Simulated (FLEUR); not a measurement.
# Magnetic state of MnF2 from several starts

Aim: find out whether MnF2 carries moments, and which collinear order costs least.

Main program and level: FLEUR MaX-R8.1; LDA (VWN) with U = 4 eV on Mn d; all-electron FLAPW, Dirac cores, scalar-relativistic bands.

This is a report of a sequence of runs, with most program output left out.

**1. The structure**

Symmetry: P4_2/mnm, No. 136, tetragonal system. Conventional cell: a = 4.874 Å, b = 4.874 Å, c = 3.311 Å, α = 90.00°, β = 90.00°, γ = 90.00°. Nearest to Mn lie 6 F at 2.10 to 2.13 Å. Nearest to F lie 3 Mn at 2.10 to 2.13 Å. Farther neighbours and most contacts between anions are not listed.

As a file:

```
Mn F
1.0
     4.87380    0.00000    0.00000
     0.00000    4.87380    0.00000
     0.00000    0.00000    3.31070
Mn F
2 4
Cartesian
  0.0000 0.0000 0.0000
  2.4369 2.4369 1.6554
  1.4880 1.4880 0.0000
  0.9489 3.9249 1.6554
  3.3858 3.3858 0.0000
  3.9249 0.9489 1.6554
```

**2. Start 1: ferro ++**

The parallel start is the test of whether parallel moments hold. The U counters the self-interaction that shrinks the moments of a localised shell.

inpgen writes inp.xml from crystal.txt; cutoffs, mixing, functional, smearing and local orbitals are then set in the file. The k list default-1 (kpts.xml, not shown) is a Γ-centred 6×6×6 mesh; where the ranks do not divide the number of points, some are split in two of half the weight.

inp.xml reads:

```
<?xml version="1.0" encoding="UTF-8" standalone="no"?>
<fleurInput fleurInputVersion="0.39">
   <comment>
      MnF2
   </comment>
   <calculationSetup>
      <cutoffs Kmax="4.29" Gmax="12.9" GmaxXC="12.9" numbands="0"/>
      <scfLoop itmax="130" minDistance="0.0001" maxIterBroyd="15" imix="Anderson" alpha="0.05" precondParam="0.0" spinf="2.0" sdNocoIR="T"/>
      <coreElectrons ctail="T" frcor="F" kcrel="0" coretail_lmax="0"/>
      <xcFunctional name="vwn" relativisticCorrections="F"/>
      <magnetism jspins="2"/>
      <soc l_soc="F" theta="0.0" phi="0.0" spav="F"/>
      <expertModes spex="0" secvar="F"/>
      <geometryOptimization l_f="F" forcealpha="1.0" forcemix="BFGS" epsdisp="0.00001" epsforce="0.00001"/>
      <ldaU l_linMix="F" mixParam="0.05" spinf="1.0"/>
   </calculationSetup>
   <cell>
      <bzIntegration valenceElectrons="58.0" mode="hist" fermiSmearingEnergy="0.00183747">
         <kPointListSelection listName="default-1"/>
         <xi:include xmlns:xi="http://www.w3.org/2001/XInclude" href="kpts.xml"> </xi:include>
      </bzIntegration>
      <xi:include xmlns:xi="http://www.w3.org/2001/XInclude" href="sym.xml"> </xi:include>
      <bulkLattice scale="1.0">
         <bravaisMatrix>
            <row-1>    9.2101471860754796     0.0000000000000000     0.0000000000000000</row-1>
            <row-2>    0.0000000000000000     9.2101471860754796     0.0000000000000000</row-2>
            <row-3>    0.0000000000000000     0.0000000000000000     6.2563162807132198</row-3>
         </bravaisMatrix>
      </bulkLattice>
   </cell>
   <atomSpecies>
      <species name="Manganese 4.501" element="Mn" atomicNumber="25">
         <mtSphere radius="2.48" gridPoints="819" logIncrement="0.015"/>
         <atomicCutoffs lmax="10" lnonsphr="8"/>
         <electronConfig flipSpins="F">
            <coreConfig>(1s1/2) (2s1/2) (2p1/2) (2p3/2)</coreConfig>
            <valenceConfig>(3s1/2) (3p1/2) (3p3/2) (4s1/2) (3d3/2) (3d5/2)</valenceConfig>
            <stateOccupation state="(3d3/2)" spinUp="1.7505" spinDown="0.2495"/>
            <stateOccupation state="(3d5/2)" spinUp="3.0" spinDown="0.0"/>
         </electronConfig>
         <energyParameters s="4" p="4" d="3" f="4"/>
         <ldaU l="2" U="4.0" J="0.0" l_amf="F"/>
         <lo type="SCLO" l="0" n="3" eDeriv="0"/>
         <lo type="SCLO" l="1" n="3" eDeriv="0"/>
      </species>
      <species name="Fluorine (F)" element="F" atomicNumber="9">
         <mtSphere radius="1.4" gridPoints="463" logIncrement="0.023"/>
         <atomicCutoffs lmax="6" lnonsphr="4"/>
         <electronConfig flipSpins="F">
            <coreConfig>(1s1/2)</coreConfig>
            <valenceConfig>(2s1/2) (2p1/2) (2p3/2)</valenceConfig>
            <stateOccupation state="(2p1/2)" spinUp="0.833333" spinDown="0.833333"/>
            <stateOccupation state="(2p3/2)" spinUp="1.666667" spinDown="1.666667"/>
         </electronConfig>
         <energyParameters s="2" p="2" d="3" f="4"/>
      </species>
   </atomSpecies>
   <atomGroups>
      <atomGroup species="Manganese 4.501">
         <relPos label="                   1">.0000000000 .0000000000 .0000000000</relPos>
         <relPos label="                   2">1.000/2.000 1.000/2.000 1.000/2.000</relPos>
         <force calculate="T" relaxXYZ="TTT"/>
      </atomGroup>
      <atomGroup species="Fluorine (F)">
         <relPos label="                   3">.3053000000 .3053000000 .0000000000</relPos>
         <relPos label="                   4">.1947000000 -.1947000000 1.000/2.000</relPos>
         <relPos label="                   5">-.3053000000 -.3053000000 .0000000000</relPos>
         <relPos label="                   6">-.1947000000 .1947000000 1.000/2.000</relPos>
         <force calculate="T" relaxXYZ="TTT"/>
      </atomGroup>
   </atomGroups>
   <output dos="F" band="F" slice="F">
      <bandDOS minEnergy="-.5*Htr" maxEnergy="0.5*Htr" sigma="0.015" storeEVData="T"/>
      <plotting iplot="0" polar="F">
         <plot TwoD="T" vec1="  1.0  0.0  0.0" vec2="  0.0  1.0  0.0" vec3="  0.0  0.0  1.0" zero="  0.0  0.0  0.0" file="plot"/>
      </plotting>
      <moessbauerParams electricFieldGradient="F" isomerShift="F" coreHyperfine="F" valenceHyperfine="F"/>
   </output>
</fleurInput>
```

crystal.txt reads:

```
MnF2
&input film=F cartesian=F /
4.87380000000  0.00000000000  0.00000000000
0.00000000000  4.87380000000  0.00000000000
0.00000000000  0.00000000000  3.31070000000
1.8897261246
1.0 1.0 1.0

6
25 0.00000000000  0.00000000000  0.00000000000 : 4.501
25 0.50000000000  0.50000000000  0.50000000000 : 4.501
9 0.30530000000  0.30530000000  0.00000000000
9 0.19470000000  0.80530000000  0.50000000000
9 0.69470000000  0.69470000000  0.00000000000
9 0.80530000000  0.19470000000  0.50000000000

&kpt div1=6 div2=6 div3=6 gamma=T /
```

Started as:

```sh
$ OMP_NUM_THREADS=1 inpgen -f crystal.txt > inpgen.log  # inp.xml is then edited as shown
$ OMP_NUM_THREADS=1 mpirun -n 4 fleur_MPI > fleur.log
```

The job ended after 42 s (4 MPI ranks of Intel Xeon 6975P-C (Granite Rapids), shared host; peak memory 0.38 GiB).

Spin moment in the muffin-tin sphere by atom:

| atom | spin moment in the muffin-tin sphere (μB) |
| --- | --- |
| Mn1 | 4.72 |
| Mn2 | 4.72 |
| F3 | 0.06 |
| F4 | 0.06 |
| F5 | 0.06 |
| F6 | 0.06 |

This step gave:

```yaml
free_energy: -73757.4852 eV
program_s_band_gap_on_this_mesh_in_a_metal_only_a_level_spacing: 2.243 eV
magnetization: 10 μB
final_state: ferromagnetic
```

After 16 cycles the largest moment stands at 4.72 μB.

**3. Order 2, typed as antiferro +-**

An opposed order shows whether neighbours prefer unlike signs.

inp.xml: that of step 2 with these lines changed.

```diff
@@ -45,2 +45,16 @@
       </species>
+      <species name="Manganese -4.501" element="Mn" atomicNumber="25">
+         <mtSphere radius="2.48" gridPoints="819" logIncrement="0.015"/>
+         <atomicCutoffs lmax="10" lnonsphr="8"/>
+         <electronConfig flipSpins="F">
+            <coreConfig>(1s1/2) (2s1/2) (2p1/2) (2p3/2)</coreConfig>
+            <valenceConfig>(3s1/2) (3p1/2) (3p3/2) (4s1/2) (3d3/2) (3d5/2)</valenceConfig>
+            <stateOccupation state="(3d3/2)" spinUp="0.2495" spinDown="1.7505"/>
+            <stateOccupation state="(3d5/2)" spinUp="0.0" spinDown="3.0"/>
+         </electronConfig>
+         <energyParameters s="4" p="4" d="3" f="4"/>
+         <ldaU l="2" U="4.0" J="0.0" l_amf="F"/>
+         <lo type="SCLO" l="0" n="3" eDeriv="0"/>
+         <lo type="SCLO" l="1" n="3" eDeriv="0"/>
+      </species>
       <species name="Fluorine (F)" element="F" atomicNumber="9">
@@ -60,2 +74,5 @@
          <relPos label="                   1">.0000000000 .0000000000 .0000000000</relPos>
+         <force calculate="T" relaxXYZ="TTT"/>
+      </atomGroup>
+      <atomGroup species="Manganese -4.501">
          <relPos label="                   2">1.000/2.000 1.000/2.000 1.000/2.000</relPos>
@@ -65,4 +82,7 @@
          <relPos label="                   3">.3053000000 .3053000000 .0000000000</relPos>
+         <relPos label="                   5">-.3053000000 -.3053000000 .0000000000</relPos>
+         <force calculate="T" relaxXYZ="TTT"/>
+      </atomGroup>
+      <atomGroup species="Fluorine (F)">
          <relPos label="                   4">.1947000000 -.1947000000 1.000/2.000</relPos>
-         <relPos label="                   5">-.3053000000 -.3053000000 .0000000000</relPos>
          <relPos label="                   6">-.1947000000 .1947000000 1.000/2.000</relPos>
```

crystal.txt: that of step 2 with these lines changed.

```diff
@@ -10,3 +10,3 @@
 25 0.00000000000  0.00000000000  0.00000000000 : 4.501
-25 0.50000000000  0.50000000000  0.50000000000 : 4.501
+25 0.50000000000  0.50000000000  0.50000000000 : -4.501
 9 0.30530000000  0.30530000000  0.00000000000
```

Run time: 58 s. Hardware: 4 MPI ranks; peak memory 0.45 GiB.

Spin moment in the muffin-tin sphere by atom:

| atom | spin moment in the muffin-tin sphere (μB) |
| --- | --- |
| Mn1 | 4.70 |
| Mn2 | -4.70 |
| F3 | -0.02 |
| F4 | 0.02 |
| F5 | -0.02 |
| F6 | 0.02 |

Read from the output:

- free energy: -73757.5264 eV
- program's band gap on this mesh (in a metal only a level spacing): 3.293 eV
- magnetization: 0 μB
- final state: antiferromagnetic

It lies 20.6 meV a seeded atom under the first start, and its largest moment is 4.70 μB against 4.72 μB.

**4. Ranking**

Free energies are divided by the number of seeded atoms.

Orders:

| start | final state | typed order kept | energy over the lowest (meV a seeded atom) | largest sphere moment (μB) | net moment (μB a primitive cell) | mesh matched | CPU time (s) |
| --- | --- | --- | --- | --- | --- | --- | --- |
| ferro ++ | ferromagnetic | yes | 20.56 | 4.723 | 10 | yes | 165.8 |
| antiferro +- | antiferromagnetic | yes | 0 | 4.698 | 0 | yes | 230.6 |

**5. Spin–orbit coupling, moments along [001]**

Spin–orbit coupling ties the spins to the lattice and lets orbital moments form.

A new self-consistent run of the start antiferro +-, with the moments along z.

inp.xml: that of step 2 with these lines changed.

```diff
@@ -6,3 +6,3 @@
    <calculationSetup>
-      <cutoffs Kmax="4.29" Gmax="12.9" GmaxXC="12.9" numbands="0"/>
+      <cutoffs Kmax="4.29" Gmax="12.9" GmaxXC="12.9" numbands="178"/>
       <scfLoop itmax="130" minDistance="0.0001" maxIterBroyd="15" imix="Anderson" alpha="0.05" precondParam="0.0" spinf="2.0" sdNocoIR="T"/>
@@ -11,3 +11,3 @@
       <magnetism jspins="2"/>
-      <soc l_soc="F" theta="0.0" phi="0.0" spav="F"/>
+      <soc l_soc="T" theta="0.0" phi="0.0" spav="F"/>
       <expertModes spex="0" secvar="F"/>
@@ -45,2 +45,16 @@
       </species>
+      <species name="Manganese -4.501" element="Mn" atomicNumber="25">
+         <mtSphere radius="2.48" gridPoints="819" logIncrement="0.015"/>
+         <atomicCutoffs lmax="10" lnonsphr="8"/>
+         <electronConfig flipSpins="F">
+            <coreConfig>(1s1/2) (2s1/2) (2p1/2) (2p3/2)</coreConfig>
+            <valenceConfig>(3s1/2) (3p1/2) (3p3/2) (4s1/2) (3d3/2) (3d5/2)</valenceConfig>
+            <stateOccupation state="(3d3/2)" spinUp="0.2495" spinDown="1.7505"/>
+            <stateOccupation state="(3d5/2)" spinUp="0.0" spinDown="3.0"/>
+         </electronConfig>
+         <energyParameters s="4" p="4" d="3" f="4"/>
+         <ldaU l="2" U="4.0" J="0.0" l_amf="F"/>
+         <lo type="SCLO" l="0" n="3" eDeriv="0"/>
+         <lo type="SCLO" l="1" n="3" eDeriv="0"/>
+      </species>
       <species name="Fluorine (F)" element="F" atomicNumber="9">
@@ -60,2 +74,5 @@
          <relPos label="                   1">.0000000000 .0000000000 .0000000000</relPos>
+         <force calculate="T" relaxXYZ="TTT"/>
+      </atomGroup>
+      <atomGroup species="Manganese -4.501">
          <relPos label="                   2">1.000/2.000 1.000/2.000 1.000/2.000</relPos>
@@ -65,4 +82,7 @@
          <relPos label="                   3">.3053000000 .3053000000 .0000000000</relPos>
+         <relPos label="                   5">-.3053000000 -.3053000000 .0000000000</relPos>
+         <force calculate="T" relaxXYZ="TTT"/>
+      </atomGroup>
+      <atomGroup species="Fluorine (F)">
          <relPos label="                   4">.1947000000 -.1947000000 1.000/2.000</relPos>
-         <relPos label="                   5">-.3053000000 -.3053000000 .0000000000</relPos>
          <relPos label="                   6">-.1947000000 .1947000000 1.000/2.000</relPos>
```

crystal.txt: that of step 2 with these lines changed.

```diff
@@ -10,3 +10,3 @@
 25 0.00000000000  0.00000000000  0.00000000000 : 4.501
-25 0.50000000000  0.50000000000  0.50000000000 : 4.501
+25 0.50000000000  0.50000000000  0.50000000000 : -4.501
 9 0.30530000000  0.30530000000  0.00000000000
@@ -16,2 +16,3 @@
 
+&soc 0.0000000 0.0000000 /
 &kpt div1=6 div2=6 div3=6 gamma=T /
```

Wall time 5.7 min (4 MPI ranks); peak memory 1.2 GiB; 23 min of CPU time.

Spin moment in the muffin-tin sphere by atom:

| atom | spin moment in the muffin-tin sphere (μB) |
| --- | --- |
| Mn1 | 4.70 |
| Mn2 | -4.70 |
| F3 | -0.02 |
| F4 | 0.02 |
| F5 | -0.02 |
| F6 | 0.02 |

This step gave:

```yaml
free_energy: -73757.5479 eV
program_s_band_gap_on_this_mesh_in_a_metal_only_a_level_spacing: 3.293 eV
magnetization: 0 μB
final_state: antiferromagnetic
orbital_moment_along_the_spin: 0 μB
```

Orbital moment in the sphere, along the spin axis by atom:

| atom | orbital moment in the sphere, along the spin axis (μB) |
| --- | --- |
| Mn1 | -0.0004 |
| Mn2 | 0.0004 |
| F3 | 0.0000 |
| F4 | 0.0000 |
| F5 | 0.0000 |
| F6 | 0.0000 |

**6. Summary of results**

- lowest state found: antiferromagnetic (typed antiferro +-)
- largest site spin moment: 4.70 μB
- next finished state: ferromagnetic, 20.6 meV a seeded atom higher
- orbital moment on the atom of largest spin, along its spin (spin–orbit run): -4.2e-4 μB

The lowest state found is antiferromagnetic, reached from the start antiferro +-, with moments up to 4.70 μB. The next finished state costs 21 meV a seeded atom. The shell is near half filling, where Hund's rules give no orbital moment. Only 2 starts were tried; other patterns of signs, canted and longer-period orders were not.

[Logs and program files are shortened in this print: banners, set-up blocks, solver, clock and traceback lines can be left out without a mark of their own.]

[Logs are printed without paths, hosts, clocks, repeated set-up lines and the standing remarks that a program may print on its own settings, such as how far it seeks lower states.]

[Hosts, paths, dates, database ids (printed as entryN), source tags and the programs' standing remarks are cut or masked in the printed files.]

[Where a cell is said to come from a database of computed structures, the database is the Materials Project.]
